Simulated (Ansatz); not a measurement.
**Resistivity from frozen vibrations: Ag(111) with 4 thermally displaced layers, 2x2**

Wanted: the phonon-limited resistivity of Ag at 80 K by the Landauer route. The measured value for the pure metal at this temperature is 0.289 µΩ cm (CRC Handbook of Chemistry and Physics, 84th ed., 2003, Electrical Resistivity of Pure Metals).

Program: Ansatz 0.2.0. Level of theory: Ansatz plane-wave DFT, PBE, PAW files; ballistic transport by layer matching (Landauer), zero bias; PAW set soft_1. Results are calculated unless marked as measured.

Most raw output is cut from this account.

## 1. The structure

The cell holds 40 atoms: 40 Ag. Cell: a = 5.779 Å, b = 5.779 Å, c = 23.651 Å, α = 93.5°, β = 86.5°, γ = 120.0°. It derives from Ag. Regions: lead, 24 atoms (24 Ag); scattering region, 16 atoms (16 Ag). The structure is stacked along c, and the current runs across the ab planes.

## 2. With 4 displaced layers

Each atom of 4 layers is moved at random, by amounts drawn from a normal law 0.0507 Å wide in each direction from the Debye model (225 K) at 80 K. The layers about the cell's end stay perfect and serve as the lead. Disorder leaves little or no symmetry, which makes such runs dear. Energies from -0.05 to 0.05 eV in steps of 0.05 eV are too few for the program's thermal sum, so it prints no conductance; for a metal the transmission near the Fermi level serves, at a fraction of the cost.

File input.yaml:

```yaml
crystal:
  lattice:
    - [5.7787594586, 0.0, 0.0]
    - [-2.8893797293, 5.0045524935, 0.0]
    - [1.4446898646, -0.8340920822, 23.5916866996]
  atoms:
    - { symbol: Ag, position: [0.9916666667, 0.0083333333, 0.05] }
    - { symbol: Ag, position: [0.9916666667, 0.5083333333, 0.05] }
    - { symbol: Ag, position: [0.4916666667, 0.0083333333, 0.05] }
    - { symbol: Ag, position: [0.4916666667, 0.5083333333, 0.05] }
    - { symbol: Ag, position: [0.1416666667, 0.3583333333, 0.15] }
    - { symbol: Ag, position: [0.1416666667, 0.8583333333, 0.15] }
    - { symbol: Ag, position: [0.6416666667, 0.3583333333, 0.15] }
    - { symbol: Ag, position: [0.6416666667, 0.8583333333, 0.15] }
[... 28 atom lines left out ...]
    - { symbol: Ag, position: [0.8416666667, 0.1583333333, 0.95] }
    - { symbol: Ag, position: [0.8416666667, 0.6583333333, 0.95] }
    - { symbol: Ag, position: [0.3416666667, 0.1583333333, 0.95] }
    - { symbol: Ag, position: [0.3416666667, 0.6583333333, 0.95] }
kpoints:
  mp_grid: { grid: [4, 4, 1] }
hamiltonian:
  xc: pbe
  pseudopotentials: { kind: paw, azcp: { folder: soft_1 } }
scf:
  occupations: { method: fermi_dirac, width: 0.1 }
output:
  transmission: { leads: [[0, 4]], kmesh: [8, 8], e_range: [-0.05, 0.05], de: 0.05 }
  write_potential: true
  write_density: true
  volumetric_format: npy
  elf: true
```

Started as:

```console
ansatz run input.yaml --threads 4 --pin off --max-ram 15360MiB --backend cpu --events-out ev --progress --plain --runs-dir out
```

The job ended after 5.3 min (4 threads of Intel Xeon Platinum 8259CL at 2.50GHz (Skylake/Cascade Lake), shared host; peak memory 6.1 GiB; 18 min of CPU time).

Numbers from this step:

```
free energy                                    : -303623.3652 eV
energy at zero smearing                        : -303623.1501 eV
Fermi energy                                   : 17.23 eV
cell area                                      : 28.92 Å²
transmission per spin nearest the Fermi level  : 3.213
open channels per spin nearest the Fermi level : 3.234
step of the lead's potential                   : 4.8 meV
```

Per spin. The transmission, zone mean stays at 3.21 for energy from -0.05 to 0.05 eV.

Per spin. The open channels, zone mean, lead stays at 3.23 for energy from -0.05 to 0.05 eV.

Transmission over k1 and k2. At 0.0000 eV from the Fermi level.

Values, 8 rows by 8 columns:
```
3.00 3.94 3.00 2.99 3.95 3.00 2.99 2.99
2.99 3.00 3.93 3.00 3.93 3.00 2.99 2.99
3.00 2.99 2.99 2.95 2.94 2.99 3.00 3.00
3.96 3.96 3.95 2.94 2.96 2.94 3.95 3.96
3.00 3.00 3.00 2.99 2.94 2.95 2.99 2.99
2.99 2.99 2.99 3.00 3.93 3.00 3.93 3.00
3.00 2.99 2.99 3.00 3.95 2.99 3.00 3.94
3.95 3.00 3.00 3.00 3.95 3.00 3.00 3.00
```
Columns: k1 (b1) from -0.5 to 0.375; rows upwards: k2 (b2) from -0.5 to 0.375.

Open channels over k1 and k2. At 0.0000 eV from the Fermi level.

Values, 8 rows by 8 columns:
```
3.00 4.00 3.00 3.00 4.00 3.00 3.00 3.00
3.00 3.00 4.00 3.00 4.00 3.00 3.00 3.00
3.00 3.00 3.00 3.00 3.00 3.00 3.00 3.00
4.00 4.00 4.00 3.00 3.00 3.00 4.00 4.00
3.00 3.00 3.00 3.00 3.00 3.00 3.00 3.00
3.00 3.00 3.00 3.00 4.00 3.00 4.00 3.00
3.00 3.00 3.00 3.00 4.00 3.00 3.00 4.00
4.00 3.00 3.00 3.00 4.00 3.00 3.00 3.00
```
Columns: k1 (b1) from -0.5 to 0.375; rows upwards: k2 (b2) from -0.5 to 0.375.

ELF in the ca plane at fractional y = 0.419, with atoms of Ag within 0.2 Å of it. It is the smooth field of the valence electrons, not physical close to the nuclei.

Ten even steps from '0' (0.15) to '9' (0.76), each cell a mean:
```
00000000000233100234310000000000000014664100
00000010001344200000000012210001110001331000
20000000000243200000000023310002220000000001
52000000000111000123100012210001210000000002
64100000000000001356420000000000000001210001
53100000000000001589630000000000000014553000
31000000000000001478630000000000000025874100
00000000000121000244310000000000000025774100
00000010001343100011000012100000000013443000
00000000001344200000000023310000100000110001
31000000000233100000000023210000110000000002
63100000000011000233200001100000000000000002
64100000000000001466410000000000000002331001
53000000000000002599630000000000000025764100
20000000000010001467520000000000000025985200
```
Columns run along c (16.0 Å, from fractional 0.16 to 0.84 of the cell), rows up along a (5.8 Å). Atoms in or near the plane, at fractional coordinates: Ag at (0.45, 0.07), Ag at (0.45, 0.60), Ag at (0.75, 0.04), Ag at (0.75, 0.54).

Electrostatic potential energy in the ca plane at fractional y = 0.419, with atoms of Ag within 0.2 Å of it. With pseudopotentials it is smooth inside the atoms' cores, unlike the true potential.

Ten even steps from '0' (-11 eV) to '9' (20 eV), each cell a mean:
```
99999778997312688411279987899998889850000599
99998768986100489877899863479986568985225898
47999888997301589988899842258974358999888985
03899999999755798632589863368986468999899984
00699999999989996100048987789998789986457985
01799999999999995036118999999999999851002798
25899999999989996013028999999999999830320599
78999888998656898410159988899999999840220599
99998778996201589876789864589998889972002798
78999778986100489999999841268997779997557886
15899889998312689888999852368987678999999984
01799999999867898422589976689998789998778984
00699999999999995011059999999999999973125897
03799999999999984056028999999999999840100699
57999889999767885012038999999999999830430499
```
Columns run along c (16.0 Å, from fractional 0.16 to 0.84 of the cell; values clipped at the 3rd and 97th percentile), rows up along a (5.8 Å). Atoms in or near the plane, at fractional coordinates: Ag at (0.45, 0.07), Ag at (0.45, 0.60), Ag at (0.75, 0.04), Ag at (0.75, 0.54).

Valence density in the ca plane at fractional y = 0.419, with atoms of Ag within 0.2 Å of it. It is the smooth field of the valence electrons, not physical close to the nuclei.

Ten steps, logarithmic in the rise over the least value, from '0' (0 e/Å³) to '9' (19 e/Å³), each cell a mean:
```
10001121112454211355420011110001111136886310
10001221112565311122110123321012321113443111
32001111002455310111100134421113431001111013
74100110001233111344310123321012321001110013
86200000000011012588631012210001111012332113
85200000000000013799851001000000100136775211
53100110000111002689841000000000000147997310
21001111001233111366531011100000000147996310
00001221112455310122210123310001110025664211
21001121112565310000000134421011211002332112
53100111001354210111100134421012221000110013
85200000000122111355310012210001211001221013
86200000000011013688631001100000110024553112
64200000000011013799841000000000000137886211
32000111001222113689741000000000000147997310
```
Columns run along c (16.0 Å, from fractional 0.16 to 0.84 of the cell), rows up along a (5.8 Å). Atoms in or near the plane, at fractional coordinates: Ag at (0.45, 0.07), Ag at (0.45, 0.60), Ag at (0.75, 0.04), Ag at (0.75, 0.54).

Over the solved energies the transmission per spin lies between 3.21 and 3.21, out of 3.23 channels of the lead on average (up to 3.23).

## 3. With 8 displaced layers

Each atom of 8 layers is moved at random, by amounts drawn from a normal law 0.0507 Å wide in each direction from the Debye model (225 K) at 80 K. A fresh draw is used; the growth of the resistance with length is what counts.

System of this step: Ag(111) with 8 thermally displaced layers, 2x2. The cell holds 56 atoms: 56 Ag. Cell: a = 5.779 Å, b = 5.779 Å, c = 33.070 Å, α = 87.5°, β = 92.5°, γ = 120.0°. It derives from Ag. Regions: lead, 24 atoms (24 Ag); scattering region, 32 atoms (32 Ag). The structure is stacked along c, and the current runs across the ab planes.

File input.yaml:

```yaml
crystal:
  lattice:
    - [5.7787594586, 0.0, 0.0]
    - [-2.8893797293, 5.0045524935, 0.0]
    - [-1.4446898646, 0.8340920822, 33.0283613795]
  atoms:
    - { symbol: Ag, position: [0.005952381, 0.994047619, 0.0357142857] }
    - { symbol: Ag, position: [0.005952381, 0.494047619, 0.0357142857] }
    - { symbol: Ag, position: [0.505952381, 0.994047619, 0.0357142857] }
    - { symbol: Ag, position: [0.505952381, 0.494047619, 0.0357142857] }
    - { symbol: Ag, position: [0.1845238095, 0.3154761905, 0.1071428571] }
    - { symbol: Ag, position: [0.1845238095, 0.8154761905, 0.1071428571] }
    - { symbol: Ag, position: [0.6845238095, 0.3154761905, 0.1071428571] }
    - { symbol: Ag, position: [0.6845238095, 0.8154761905, 0.1071428571] }
[... 44 atom lines left out ...]
    - { symbol: Ag, position: [0.3273809524, 0.1726190476, 0.9642857143] }
    - { symbol: Ag, position: [0.3273809524, 0.6726190476, 0.9642857143] }
    - { symbol: Ag, position: [0.8273809524, 0.1726190476, 0.9642857143] }
    - { symbol: Ag, position: [0.8273809524, 0.6726190476, 0.9642857143] }
kpoints:
  mp_grid: { grid: [4, 4, 1] }
hamiltonian:
  xc: pbe
  pseudopotentials: { kind: paw, azcp: { folder: soft_1 } }
scf:
  occupations: { method: fermi_dirac, width: 0.1 }
output:
  transmission: { leads: [[0, 4]], kmesh: [8, 8], e_range: [-0.05, 0.05], de: 0.05 }
  write_potential: true
  write_density: true
  volumetric_format: npy
```

It took 8.8 min on 4 threads; peak memory 10 GiB; 31 min of CPU time.

This step gave:

| Property | Result |
| --- | --- |
| free energy | -425072.5118 eV |
| energy at zero smearing | -425072.1942 eV |
| Fermi energy | 17.16 eV |
| transmission per spin nearest the Fermi level | 3.259 |
| open channels per spin nearest the Fermi level | 3.328 |
| step of the lead's potential | 2.3 meV |

Per spin. Table of transmission, zone mean by energy, zero at the Fermi level:

```csv
energy (eV),"transmission, zone mean"
-0.0500,3.26
0.0000,3.26
0.0500,3.19
```

Over the solved energies the transmission per spin lies between 3.19 and 3.26, out of 3.30 channels of the lead on average (up to 3.33).

## 4. With 12 displaced layers

Each atom of 12 layers is moved at random, by amounts drawn from a normal law 0.0507 Å wide in each direction from the Debye model (225 K) at 80 K. A fresh draw is used; the growth of the resistance with length is what counts.

System of this step: Ag(111) with 12 thermally displaced layers, 2x2. The cell holds 72 atoms: 72 Ag. Its edges and angles: a = 5.779 Å, b = 5.779 Å, c = 42.465 Å, α = 90.0°, β = 90.0°, γ = 120.0°. It derives from Ag. Regions: lead, 24 atoms (24 Ag); scattering region, 48 atoms (48 Ag). The structure is stacked along c, and the current runs across the ab planes.

File input.yaml:

```yaml
crystal:
  lattice:
    - [5.7787594586, 0.0, 0.0]
    - [-2.8893797293, 5.0045524935, 0.0]
    - [0.0, 0.0, 42.4650360593]
  atoms:
    - { symbol: Ag, position: [0.0, 0.0, 0.0277777778] }
    - { symbol: Ag, position: [0.0, 0.5, 0.0277777778] }
    - { symbol: Ag, position: [0.5, 0.0, 0.0277777778] }
    - { symbol: Ag, position: [0.5, 0.5, 0.0277777778] }
    - { symbol: Ag, position: [0.1666666667, 0.3333333333, 0.0833333333] }
    - { symbol: Ag, position: [0.1666666667, 0.8333333333, 0.0833333333] }
    - { symbol: Ag, position: [0.6666666667, 0.3333333333, 0.0833333333] }
    - { symbol: Ag, position: [0.6666666667, 0.8333333333, 0.0833333333] }
[... 60 atom lines left out ...]
    - { symbol: Ag, position: [0.3333333333, 0.1666666667, 0.9722222222] }
    - { symbol: Ag, position: [0.3333333333, 0.6666666667, 0.9722222222] }
    - { symbol: Ag, position: [0.8333333333, 0.1666666667, 0.9722222222] }
    - { symbol: Ag, position: [0.8333333333, 0.6666666667, 0.9722222222] }
kpoints:
  mp_grid: { grid: [4, 4, 1] }
hamiltonian:
  xc: pbe
  pseudopotentials: { kind: paw, azcp: { folder: soft_1 } }
scf:
  occupations: { method: fermi_dirac, width: 0.1 }
output:
  transmission: { leads: [[0, 4]], kmesh: [8, 8], e_range: [-0.05, 0.05], de: 0.05 }
  write_potential: true
  write_density: true
  volumetric_format: npy
```

The job ended after 15 min (4 threads; peak memory 8.2 GiB).

Numbers from this step:

* free energy: -546521.4185 eV
* energy at zero smearing: -546521.0011 eV
* Fermi energy: 17.24 eV
* transmission per spin nearest the Fermi level: 3.144
* open channels per spin nearest the Fermi level: 3.234
* step of the lead's potential: 5.7 meV

Per spin. Transmission, zone mean against energy, zero at the Fermi level:

```csv
energy (eV),"transmission, zone mean"
-0.0500,3.14
0.0000,3.14
0.0500,3.15
```

Over the solved energies the transmission per spin lies between 3.14 and 3.15, out of 3.23 channels of the lead on average (up to 3.23).

## 5. Resistance against length

This step: Ansatz plane-wave DFT, PBE, PAW files; ballistic transport by layer matching (Landauer), zero bias; resistivity from the slope of the area resistance; PAW set soft_1 (Ansatz 0.2.0).

Numbers from this step:

* resistivity: 1.339 µΩ cm
* intercept: -0.004449 fΩ m²
* scatter about the fit: 4.37e-4 fΩ m²

Resistance, by row:

```csv
run,length (Å),T,channels N,RA (fΩ m²)
n4,9.437,3.212,3.234,0.007874
n8,18.87,3.236,3.297,0.02143
n12,28.31,3.144,3.234,0.03314
```

Area resistance against length of the displaced region:

```csv
length of the displaced region (Å),area resistance (fΩ m²)
9.44,0.00787
18.87,0.0214
28.31,0.0331
```

The area resistance goes from 0.0079 to 0.033 fΩ m² between 9.4 and 28.3 Å, a slope of 1.3 µΩ cm.

By hand from the end points: (0.03314 − 0.007874) fΩ m² / (28.31 − 9.44) Å = 1.3 µΩ cm, since 1 fΩ m² per Å is 1000 µΩ cm.

## 6. Summary of results

```json
{"resistivity from the slope": "1.34 µΩ cm", "area resistance over 9.44 Å": "0.00787 fΩ m²", "area resistance over 18.9 Å": "0.0214 fΩ m²", "area resistance over 28.3 Å": "0.0331 fΩ m²"}
```

The slope gives 1.3 µΩ cm. The points scatter by 4.4e-4 fΩ m² about the line, with one random draw a length in a 2x2 cell, so the slope is a rough value. The mean square of the displacements drawn is 0.78, 0.99 and 1.2 of the nominal one at the three lengths; with each resistance scaled back by that, the slope is 0.96 µΩ cm, the value used below. The lead's own channel count moves between the runs (3.23, 3.30 and 3.23), which shifts RA and the slope too. Read with a model of isotropic scattering on a spherical Fermi surface and the lead's 0.87×10¹⁵ S/m², this slope means a mean free path near 1152 Å; over these lengths the model's slope is 1.27 times its bulk resistivity, which would be 0.75 µΩ cm. This far under the Debye temperature the model doesn't describe a real metal: frozen displacements count zero-point motion as scattering and turn electrons through all angles, while in the metal the short-wave phonons freeze out. The measured value is 0.289 µΩ cm (CRC Handbook of Chemistry and Physics, 84th ed., 2003, Electrical Resistivity of Pure Metals); the scaled slope is 3.3 times that and the corrected value 2.6: clearly high.

[Logs are printed without paths, hosts, clocks, repeated set-up lines and the standing remarks that a program may print on its own settings, such as how far it seeks lower states.]

[Hosts, paths, dates, database ids (printed as entryN), source tags and the programs' standing remarks are cut or masked in the printed files.]
